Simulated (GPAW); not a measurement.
**CdS (Greenockite): optical spectrum from first principles**

Aim: the dielectric function of CdS (Greenockite), and the optical constants that follow from it. The cell comes from an older database entry, whose edges can differ from later determinations, mostly by under a per cent.

Method: DFT, LDA, plane-wave PAW (GPAW data sets), scalar-relativistic, RPA, optical limit, in GPAW 26.7.0.

Report form: the programs' logs are mostly left out.

The database entry behind the starting cell differs from later determinations by our own check (about 0.35 % long), so it need not match the best structure at ambient conditions.

### 1. Set-up

Symmetry: P6_3mc, No. 186, hexagonal system. Conventional cell: a = 4.150 Å, b = 4.150 Å, c = 6.737 Å, α = 90.00°, β = 90.00°, γ = 120.00°. Nearest to Cd lie 4 S at 2.53 to 2.54 Å. Nearest to S lie 4 Cd at 2.53 to 2.54 Å. Farther neighbours and most contacts between anions are not listed.

### 2. Ground state

First the ground state: is it a metal or has it a gap?

This step: DFT, LDA, plane-wave PAW (GPAW data sets), scalar-relativistic, ground state (GPAW 26.7.0).

gs.py

```python
from ase import Atoms
from ase.dft.bandgap import bandgap
from gpaw import GPAW, PW, FermiDirac

atoms = Atoms(['Cd', 'Cd', 'S', 'S'],
              cell=[[4.150000000000, 0.000000000000, 0.000000000000],
                    [-2.075000000000, 3.594005425700, 0.000000000000],
                    [0.000000000000, 0.000000000000, 6.737000000000]],
              scaled_positions=[[0.666666666700, 0.333333333300, 0.500000000000],
                                [0.333333333300, 0.666666666700, 0.000000000000],
                                [0.666666666700, 0.333333333300, 0.875000000000],
                                [0.333333333300, 0.666666666700, 0.375000000000]],
              pbc=[True, True, True])
atoms.calc = GPAW(mode=PW(500), xc='LDA', kpts={'size': (6, 6, 4), 'gamma': True},
                  occupations=FermiDirac(0.05), maxiter=150, txt='gs.txt')
print('energy (eV)', atoms.get_potential_energy())
print('Fermi level (eV)', atoms.calc.get_fermi_level())
print('valence electrons', atoms.calc.get_number_of_electrons())
print('gap (eV)', bandgap(atoms.calc, output=None)[0])
print('direct gap (eV)', bandgap(atoms.calc, direct=True, output=None)[0])
atoms.calc.write('gs.gpw')
```

On the command line:

```
$ OMP_NUM_THREADS=1 python gs.py
```

Wall time 46 s (1 thread of Arm Neoverse N1, shared host); peak memory 0.18 GiB.

Read-outs, printed or worked out from the files:

```
energy                 : -15.18 eV
Fermi energy           : 3.664 eV
gap on the k-mesh      : 0.8943 eV
direct gap on the mesh : 0.8943 eV
electrons              : 36
```

There is a gap, 0.89 eV on this mesh (points off the mesh can give less), so no carriers' term is needed.

### 3. Bands for the response

At the fixed density, many empty bands are solved on the mesh of the response, since the spectrum sums over them.

This step: DFT, LDA, plane-wave PAW (GPAW data sets), scalar-relativistic, bands at fixed density (GPAW 26.7.0).

nscf.py

```python
from ase.dft.bandgap import bandgap
from gpaw import GPAW, FermiDirac

calc = GPAW('gs.gpw').fixed_density(kpts={'size': (9, 9, 5), 'gamma': True}, nbands=96, convergence={'bands': 90},
                                    occupations=FermiDirac(0.001), txt='nscf.txt')
print('gap (eV)', bandgap(calc, output=None)[0])
print('direct gap (eV)', bandgap(calc, direct=True, output=None)[0])
print('top band over the Fermi level (eV)', min(calc.get_eigenvalues(kpt=k)[89] for k in range(len(calc.get_ibz_k_points()))) - calc.get_fermi_level())
calc.write('full.gpw', mode='all')
```

On the command line:

```
$ OMP_NUM_THREADS=1 python nscf.py
```

The job ended after 13 min (1 thread; peak memory 0.4 GiB).

### 4. Dielectric function, RPA

Transitions between filled and empty bands, summed over the zone, give the optical response, so mesh, band count and broadening shape it.

The induced potential is part of this response.

This step: DFT, LDA, plane-wave PAW (GPAW data sets), scalar-relativistic, RPA, optical limit (GPAW 26.7.0).

df.py

```python
from gpaw.response.df import DielectricFunction

df = DielectricFunction('full.gpw', frequencies={'type': 'nonlinear', 'domega0': 0.03, 'omega2': 8},
                        ecut=50,
                        eta=0.15,
                        nbands=90,
                        txt='df.txt')
for direction in ['x', 'z']:
    df.get_dielectric_function(xc='RPA', direction=direction, filename=f'df_{direction}.csv')
```

On the command line:

```
$ OMP_NUM_THREADS=1 python df.py
```

Run time: 99 s. Hardware: 1 thread; peak memory 0.47 GiB.

This step gave:

```
electronic dielectric constant ε∞, mean over x, y and z (by symmetry where fewer were run) : 6.737
```

The Im ε has structure finer than the step of the table below, so its rows give means over 0.25 eV, whole bins alone (the curve runs from 0 to 14.0 eV). Peaks (eV: height): E ∥ x 1.697: 2.62, 3.179: 3.93, 3.936: 6.45, 4.934: 6.31, 5.466: 5.60, 6.282: 5.76, 7.788: 5.45; E ∥ z 0.944: 2.42, 1.768: 3.28, 3.058: 3.44, 4.425: 8.99, 6.710: 5.82, 7.847: 6.10.

Sum at mesh points, not converged in k; values under the direct gap are tails of Lorentzian lines. Im ε against photon energy; means over each step:

| photon energy (eV) | E ∥ x | E ∥ z |
| --- | --- | --- |
| 0.25 | 0.112 | 0.0992 |
| 0.50 | 0.350 | 0.291 |
| 0.75 | 1.37 | 1.07 |
| 1.00 | 1.70 | 1.95 |
| 1.25 | 0.738 | 0.836 |
| 1.50 | 1.24 | 1.12 |
| 1.75 | 2.24 | 2.78 |
| 2.00 | 1.40 | 1.52 |
| 2.25 | 2.23 | 1.65 |
| 2.50 | 1.82 | 1.99 |
| 2.75 | 2.11 | 2.27 |
| 3.00 | 2.99 | 3.16 |
| 3.25 | 3.57 | 2.96 |
| 3.50 | 2.77 | 2.20 |
| 3.75 | 4.85 | 4.41 |
| 4.00 | 6.04 | 5.25 |
| 4.25 | 5.20 | 6.92 |
| 4.50 | 5.41 | 8.36 |
| 4.75 | 6.02 | 7.20 |
| 5.00 | 5.87 | 6.08 |
| 5.25 | 4.66 | 4.52 |
| 5.50 | 5.21 | 4.63 |
| 5.75 | 4.51 | 4.55 |
| 6.00 | 4.94 | 4.19 |
| 6.25 | 5.68 | 4.52 |
| 6.50 | 5.59 | 5.18 |
| 6.75 | 4.86 | 5.70 |
| 7.00 | 4.56 | 4.89 |
| 7.25 | 4.57 | 4.27 |
| 7.50 | 4.60 | 4.41 |
| 7.75 | 5.30 | 5.79 |
| 8.00 | 4.81 | 5.41 |
| 8.25 | 4.02 | 4.12 |
| 8.50 | 3.40 | 3.44 |
| 8.75 | 2.99 | 2.95 |
| 9.00 | 2.71 | 2.53 |
| 9.25 | 2.44 | 2.19 |
| 9.50 | 2.09 | 2.03 |
| 9.75 | 2.12 | 1.97 |
| 10.00 | 1.98 | 2.07 |
| 10.25 | 1.67 | 1.95 |
| 10.50 | 1.51 | 1.58 |
| 10.75 | 1.59 | 1.49 |
| 11.00 | 1.58 | 1.60 |
| 11.25 | 1.53 | 1.53 |
| 11.50 | 1.37 | 1.23 |
| 11.75 | 1.21 | 0.994 |
| 12.00 | 1.08 | 0.941 |
| 12.25 | 1.08 | 0.973 |
| 12.50 | 1.04 | 1.02 |
| 12.75 | 0.968 | 0.965 |
| 13.00 | 0.881 | 0.962 |
| 13.25 | 0.795 | 0.840 |
| 13.50 | 0.793 | 0.827 |
| 13.75 | 0.864 | 0.947 |

The reflectivity at normal incidence has structure finer than the step of the table below, so its rows give means over 0.5 eV, whole bins alone (the curve runs from 0 to 14.0 eV). Peaks (eV: height): E ∥ x 3.89: 28.6, 4.98: 28.4, 5.47: 26.3, 6.60: 29.0, 8.27: 35.8, 10.10: 30.9, 11.79: 26.5; E ∥ z 1.70: 23.2, 2.98: 23.1, 4.47: 34.5, 6.87: 29.6, 8.27: 38.5, 10.45: 31.5, 11.48: 30.4.

Sum at mesh points, not converged in k. Table of reflectivity at normal incidence by photon energy; means over each step:

| photon energy (eV) | E ∥ x (%) | E ∥ z (%) |
| --- | --- | --- |
| 0.5 | 20.7 | 20.8 |
| 1.0 | 19.1 | 19.9 |
| 1.5 | 20.5 | 21.0 |
| 2.0 | 19.3 | 18.7 |
| 2.5 | 19.7 | 20.5 |
| 3.0 | 22.6 | 22.0 |
| 3.5 | 22.6 | 22.3 |
| 4.0 | 26.9 | 27.7 |
| 4.5 | 25.3 | 32.4 |
| 5.0 | 26.1 | 29.0 |
| 5.5 | 23.8 | 23.2 |
| 6.0 | 24.1 | 21.8 |
| 6.5 | 28.2 | 25.2 |
| 7.0 | 25.8 | 28.0 |
| 7.5 | 26.6 | 25.1 |
| 8.0 | 34.0 | 36.4 |
| 8.5 | 34.5 | 37.0 |
| 9.0 | 32.6 | 35.2 |
| 9.5 | 30.2 | 29.7 |
| 10.0 | 29.6 | 26.9 |
| 10.5 | 25.5 | 28.9 |
| 11.0 | 23.5 | 24.6 |
| 11.5 | 25.5 | 29.5 |
| 12.0 | 23.0 | 21.9 |
| 12.5 | 20.4 | 17.3 |
| 13.0 | 19.2 | 16.5 |
| 13.5 | 13.8 | 12.2 |

The loss function −Im 1/ε at q → 0 has structure finer than the step of the table below, so its rows give means over 0.5 eV, whole bins alone (the curve runs from 0 to 14.0 eV). Peaks (eV: height): E ∥ x 13.25: 1.27; E ∥ z 13.34: 1.23.

Sum at mesh points, not converged in k; values under the direct gap are tails of Lorentzian lines. The loss function −Im 1/ε at q → 0 by energy loss; means over each step:

| energy loss (eV) | E ∥ x | E ∥ z |
| --- | --- | --- |
| 0.5 | 0.00816 | 0.00657 |
| 1.0 | 0.0362 | 0.0354 |
| 1.5 | 0.0289 | 0.0259 |
| 2.0 | 0.0420 | 0.0485 |
| 2.5 | 0.0471 | 0.0436 |
| 3.0 | 0.0539 | 0.0573 |
| 3.5 | 0.0594 | 0.0479 |
| 4.0 | 0.0905 | 0.0662 |
| 4.5 | 0.108 | 0.0963 |
| 5.0 | 0.144 | 0.162 |
| 5.5 | 0.159 | 0.180 |
| 6.0 | 0.153 | 0.184 |
| 6.5 | 0.172 | 0.160 |
| 7.0 | 0.210 | 0.201 |
| 7.5 | 0.204 | 0.203 |
| 8.0 | 0.203 | 0.181 |
| 8.5 | 0.266 | 0.251 |
| 9.0 | 0.332 | 0.332 |
| 9.5 | 0.415 | 0.441 |
| 10.0 | 0.459 | 0.463 |
| 10.5 | 0.601 | 0.545 |
| 11.0 | 0.611 | 0.602 |
| 11.5 | 0.674 | 0.697 |
| 12.0 | 0.870 | 1.01 |
| 12.5 | 0.950 | 1.00 |
| 13.0 | 1.14 | 1.07 |
| 13.5 | 1.21 | 1.12 |

The Im ε, E ∥ x has structure finer than the step of the table below, so its rows give means over 0.25 eV, whole bins alone (the curve runs from 0 to 14.0 eV). Peaks (eV: height): without local fields 0.911: 2.33, 1.697: 2.64, 3.179: 4.13, 3.936: 7.01, 4.934: 7.19, 5.466: 6.77, 6.229: 8.49; with local fields 1.697: 2.62, 3.179: 3.93, 3.936: 6.45, 4.934: 6.31, 5.466: 5.60, 6.282: 5.76, 7.788: 5.45.

Sum at mesh points, not converged in k; values under the direct gap are tails of Lorentzian lines. Table of Im ε, E ∥ x by photon energy; means over each step:

| photon energy (eV) | without local fields | with local fields |
| --- | --- | --- |
| 0.25 | 0.113 | 0.112 |
| 0.50 | 0.351 | 0.350 |
| 0.75 | 1.36 | 1.37 |
| 1.00 | 1.69 | 1.70 |
| 1.25 | 0.745 | 0.738 |
| 1.50 | 1.26 | 1.24 |
| 1.75 | 2.25 | 2.24 |
| 2.00 | 1.43 | 1.40 |
| 2.25 | 2.27 | 2.23 |
| 2.50 | 1.87 | 1.82 |
| 2.75 | 2.21 | 2.11 |
| 3.00 | 3.18 | 2.99 |
| 3.25 | 3.75 | 3.57 |
| 3.50 | 3.02 | 2.77 |
| 3.75 | 5.48 | 4.85 |
| 4.00 | 6.52 | 6.04 |
| 4.25 | 5.63 | 5.20 |
| 4.50 | 6.05 | 5.41 |
| 4.75 | 6.85 | 6.02 |
| 5.00 | 6.65 | 5.87 |
| 5.25 | 5.57 | 4.66 |
| 5.50 | 6.32 | 5.21 |
| 5.75 | 5.89 | 4.51 |
| 6.00 | 7.11 | 4.94 |
| 6.25 | 8.38 | 5.68 |
| 6.50 | 8.00 | 5.59 |
| 6.75 | 6.89 | 4.86 |
| 7.00 | 6.77 | 4.56 |
| 7.25 | 6.79 | 4.57 |
| 7.50 | 6.81 | 4.60 |
| 7.75 | 6.64 | 5.30 |
| 8.00 | 5.00 | 4.81 |
| 8.25 | 3.95 | 4.02 |
| 8.50 | 3.45 | 3.40 |
| 8.75 | 2.95 | 2.99 |
| 9.00 | 2.73 | 2.71 |
| 9.25 | 2.39 | 2.44 |
| 9.50 | 2.12 | 2.09 |
| 9.75 | 2.17 | 2.12 |
| 10.00 | 1.93 | 1.98 |
| 10.25 | 1.66 | 1.67 |
| 10.50 | 1.65 | 1.51 |
| 10.75 | 1.75 | 1.59 |
| 11.00 | 1.64 | 1.58 |
| 11.25 | 1.46 | 1.53 |
| 11.50 | 1.24 | 1.37 |
| 11.75 | 1.04 | 1.21 |
| 12.00 | 0.997 | 1.08 |
| 12.25 | 1.03 | 1.08 |
| 12.50 | 1.02 | 1.04 |
| 12.75 | 0.962 | 0.968 |
| 13.00 | 0.897 | 0.881 |
| 13.25 | 0.836 | 0.795 |
| 13.50 | 0.864 | 0.793 |
| 13.75 | 0.956 | 0.864 |

At chosen wavelengths:

```
wavelength (nm)   n x    k x  R (%) x   1/α x   n z    k z  R (%) z   1/α z
           1550  2.74  0.316     22.3  390 nm  2.78  0.237     22.5  520 nm
           1064  2.42  0.166     17.5  509 nm  2.43  0.203     17.6  418 nm
            405  2.73  0.620     23.7   52 nm  2.61  0.659     22.5   49 nm
            365  2.48  0.573     20.3   51 nm  2.50  0.448     19.7   65 nm
            308  2.51  1.195     26.9   21 nm  2.73  0.901     25.8   27 nm
            248  2.12  1.439     28.2   14 nm  1.90  1.647     31.7   12 nm
            193  1.93  1.463     28.0   11 nm  2.00  1.207     23.5   13 nm
```

Below the direct gap, k and the depth come from the tails of the Lorentzian lines, not from transitions.

Rows near the edge hang on the gap, which this functional as a rule makes too small, and phonon-assisted absorption is left out.

### 5. Results

| Item | Value |
| --- | --- |
| electronic dielectric constant ε∞, mean over x, y and z (by symmetry where fewer were run) (RPA) | 6.74 |

At this level (LDA, RPA) CdS has a mean ε∞ = 6.74 and n = 2.74 at 1550 nm (E ∥ x). On the mesh the gap is 0.89 eV and the least direct gap 0.89 eV. Local fields change the static value along x from 7.38 to 6.72 (-9 %). The static values by axis are 6.72 (x), 6.77 (z). Excitons and phonon-assisted transitions are missing; LDA gaps are as a rule too small, which pulls the onset down and ε∞ up. In this version of GPAW the matrix elements of the optical limit are incomplete, which can lower ε − 1 by up to a tenth where first-row anions or d states rule, and shift it by more in d metals. The sum runs over mesh points 0.19 Å⁻¹ apart with no interpolation, so peaks are partly noise of the mesh; over so small a direct gap single mesh points weigh heavily, so ε∞, n and their changes from run to run can be far off.

[Machine, clock and banner lines and Python warnings are left out of the logs.]

[Logs are printed without paths, hosts, clocks, repeated set-up lines and the standing remarks that a program may print on its own settings, such as how far it seeks lower states.]

[Hosts, paths, dates, database ids (printed as entryN), source tags and the programs' standing remarks are cut or masked in the printed files.]
